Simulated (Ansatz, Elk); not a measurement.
# Bonding as seen by X-rays: YCrIn, part 2 of 2

The structure of YCrIn used here is made up (a known structure type with other elements) and was relaxed beforehand with PBEsol. The aim is the Fourier transform of its all-electron density, F(hkl), set beside the sum over free spherical atoms that refinements use.

Elk 11.2.3 (patched build); all-electron DFT.

So far: Starting point; Ground state and structure factors; The magnetisation density; The highest occupied states alone.

The structure was built from a prototype and need not be the compound's stable phase.

## 5. Another functional

Level of this step: DFT, LDA (Perdew-Wang), all-electron APW+lo, Dirac cores, scalar-relativistic bands, static density, ferromagnetic start (Elk).

The difference from free atoms is small, so it is set against the change that LDA (Perdew-Wang) makes.

Contents of elk.in:

```
tasks
  0
  195
  196

xctype
  3

spinpol
  .true.

rgkmax
  7.0

gmaxvr
  14.0

lmaxo
  7

lmaxapw
  8

swidth
  0.002

tshift
  .false.

ramdisk
  .false.

hmaxvr
  5.5

maxscl
  120

epspot
  1e-06

reducebf
  0.8

sppath
  './'

avec
  9.04915303692 -0.00000000000 0.00000000000
  -4.52457651846 7.83679641270 -0.00000000000
  0.00000000000 -0.00000000000 6.44178532389

atoms
  3
  'In.in'
  1
  0.6666666667 0.3333333333 0.5000000000   0.000000 0.000000 0.000000
  'Y.in'
  1
  -0.0000000000 -0.0000000000 -0.0000000000   0.000000 0.000000 0.000000
  'Cr.in'
  1
  0.3333333333 0.6666666667 0.5000000000   0.000000 0.000000 -0.175000

ngridk
  5 5 6
```

Launch:

```sh
> OMP_NUM_THREADS=4 elk
```

Numbers of over 12 decimals in the logs are rounded to 6 here.

What it wrote:

```text
┌─────────────────────────┐
│ Elk code version 11.2.3 │
└─────────────────────────┘

All units are atomic (Hartree, Bohr, etc.)

┌─────────────────────────────────────────────────┐
│ Ground-state run starting from atomic densities │
└─────────────────────────────────────────────────┘

Lattice vectors :
   9.049153037      -0.000000000       0.000000000
  -4.524576518       7.836796413      -0.000000000
   0.000000000      -0.000000000       6.441785324

Reciprocal lattice vectors :
  0.6943396008      0.4008771554       0.000000000
[...]
total charge                :    112.0000000
 error                       :   0.1375850098E-03

Moments :
 interstitial                :   0.4683117744
 muffin-tins
  species : 1 (In)
[...]
species : 2 (Y)
   atom 1                    :   0.4752507693E-02
  species : 3 (Cr)
   atom 1                    :    3.348662431
 total in muffin-tins        :    3.323850826
 total moment                :    3.792162600

┌──────────────────────────────┐
│ Self-consistent loop stopped │
└──────────────────────────────┘

Warning : core states of species 1 leak from the muffin-tin :   0.1281135684E-03

Wrote STATE.OUT
[key lines of the parts left out:]
total energy                :     -10308.869634608
```

It took 83 s on 4 threads of Intel Xeon Platinum 8488C (Sapphire Rapids), shared host; peak memory 0.25 GiB; 4.9 min of CPU time.

Against the first run R = 0.03 %; the largest change is -0.039 at 300. The moment goes from 3.98 to 3.79 μB.

## 6. A coarser k-mesh

About half the k-points along each axis test the sampling.

Changes to elk.in since step 5:

```diff
@@ -6,3 +6,3 @@
 xctype
-  3
+  20
 
@@ -65,2 +65,2 @@
 ngridk
-  5 5 6
+  2 2 3
```

Launch:

```sh
> OMP_NUM_THREADS=4 elk
```

What it wrote:

```text
┌─────────────────────────┐
│ Elk code version 11.2.3 │
└─────────────────────────┘

All units are atomic (Hartree, Bohr, etc.)

┌─────────────────────────────────────────────────┐
│ Ground-state run starting from atomic densities │
└─────────────────────────────────────────────────┘

Lattice vectors :
   9.049153037      -0.000000000       0.000000000
  -4.524576518       7.836796413      -0.000000000
   0.000000000      -0.000000000       6.441785324

Reciprocal lattice vectors :
  0.6943396008      0.4008771554       0.000000000
[...]
total charge                :    112.0000000
 error                       :   0.1332829006E-03

Moments :
 interstitial                :   0.3146860196
 muffin-tins
  species : 1 (In)
[...]
species : 2 (Y)
   atom 1                    :  -0.7864520226E-01
  species : 3 (Cr)
   atom 1                    :    3.476301138
 total in muffin-tins        :    3.290241842
 total moment                :    3.604927861

┌──────────────────────────────┐
│ Self-consistent loop stopped │
└──────────────────────────────┘

Warning : core states of species 1 leak from the muffin-tin :   0.1302195147E-03

Wrote STATE.OUT
[key lines of the parts left out:]
total energy                :     -10319.840918722
```

Elapsed: 43 s, on 4 threads; peak memory 0.46 GiB; 1.9 min of CPU time.

Against the first run R = 0.01 %; the largest change is -0.058 at 002. The moment goes from 3.98 to 3.60 μB.

## 7. Basis size

The basis and the expansions that go with it are enlarged, to see whether the differences are converged.

Changes to elk.in since step 6:

```diff
@@ -12,12 +12,12 @@
 rgkmax
-  7.0
+  8.5
 
 gmaxvr
-  14.0
+  18.0
 
 lmaxo
-  7
+  9
 
 lmaxapw
-  8
+  10
 
@@ -65,2 +65,2 @@
 ngridk
-  2 2 3
+  5 5 6
```

Launch:

```sh
> OMP_NUM_THREADS=4 elk
```

What it wrote:

```text
┌─────────────────────────┐
│ Elk code version 11.2.3 │
└─────────────────────────┘

All units are atomic (Hartree, Bohr, etc.)

┌─────────────────────────────────────────────────┐
│ Ground-state run starting from atomic densities │
└─────────────────────────────────────────────────┘

Lattice vectors :
   9.049153037      -0.000000000       0.000000000
  -4.524576518       7.836796413      -0.000000000
   0.000000000      -0.000000000       6.441785324

Reciprocal lattice vectors :
  0.6943396008      0.4008771554       0.000000000
[...]
total charge                :    112.0000000
 error                       :   0.1601031912E-03

Moments :
 interstitial                :   0.4966978343
 muffin-tins
  species : 1 (In)
[...]
species : 2 (Y)
   atom 1                    :  -0.6640866639E-02
  species : 3 (Cr)
   atom 1                    :    3.524271844
 total in muffin-tins        :    3.471081055
 total moment                :    3.967778889

┌──────────────────────────────┐
│ Self-consistent loop stopped │
└──────────────────────────────┘

Warning : core states of species 1 leak from the muffin-tin :   0.1301312861E-03

Wrote STATE.OUT
[key lines of the parts left out:]
total energy                :     -10319.863760186
```

The job ended after 3.4 min (4 threads; peak memory 0.56 GiB).

Against the first run R = 0.01 %; the largest change is -0.011 at 220. The moment goes from 3.98 to 3.97 μB.

## 8. Settings against the effect

```csv
run,R against the first run (%),"R against neutral atoms, low angle (%)",wall time
"PBE, rgkmax 7",0.00,0.48,2.3 min
LDA (Perdew-Wang),0.03,0.50,83 s
k-mesh 2×2×3,0.01,0.48,43 s
rgkmax 8.5 with larger expansions,0.01,0.47,3.4 min
```

## 9. What came out

| Item | Value |
| --- | --- |
| R against neutral atoms, sin θ/λ < 0.3 Å⁻¹ | 0.48 % |
| R against neutral atoms, 0.3 to 0.82 Å⁻¹ | 0.14 % |

**Reading.** Independent neutral atoms miss the calculated amplitudes by R = 0.48 % below 0.3 Å⁻¹ and 0.14 % from there to 0.82 Å⁻¹; by shells, 0.51 % below 0.15 Å⁻¹ (2 forms), 0.47 % 0.15 to 0.3 (6 forms), 0.12 % 0.3 to 0.45 (12 forms), 0.15 % above 0.45 (67 forms). Bonding, aspherical density and the tables' own atoms all enter these figures, and the runs don't part them. The largest change of an amplitude is -0.60 electrons, at 110. R counts amplitudes alone; phases shift too. The magnetic order is that of the start. No other order was tried here, and an antiferromagnetic one would change or move the magnetic intensity. The window's part falls from 12.0 electrons at the origin to at most 0.57 between 0.45 and 0.82 Å⁻¹. Below 0.3 Å⁻¹ the changes that finished (LDA (Perdew-Wang), k-mesh 2×2×3 and rgkmax 8.5 with larger expansions) move F by R = 0.03 % at most, against the 0.48 % that separates it from free atoms. The magnetic factors move by R = 4.1 % (LDA (Perdew-Wang)), 2.8 % (k-mesh 2×2×3) and 0.5 % (rgkmax 8.5 with larger expansions), so they aren't settled to better than that. Part of the difference isn't bonding: the tables are fits to free atoms and ions calculated by other methods than this functional. Thermal motion, anomalous dispersion and extinction are left out.

[Logs are printed without paths, hosts, clocks, repeated set-up lines and the standing remarks that a program may print on its own settings, such as how far it seeks lower states.]

[Hosts, paths, dates, database ids (printed as entryN), source tags and the programs' standing remarks are cut or masked in the printed files.]
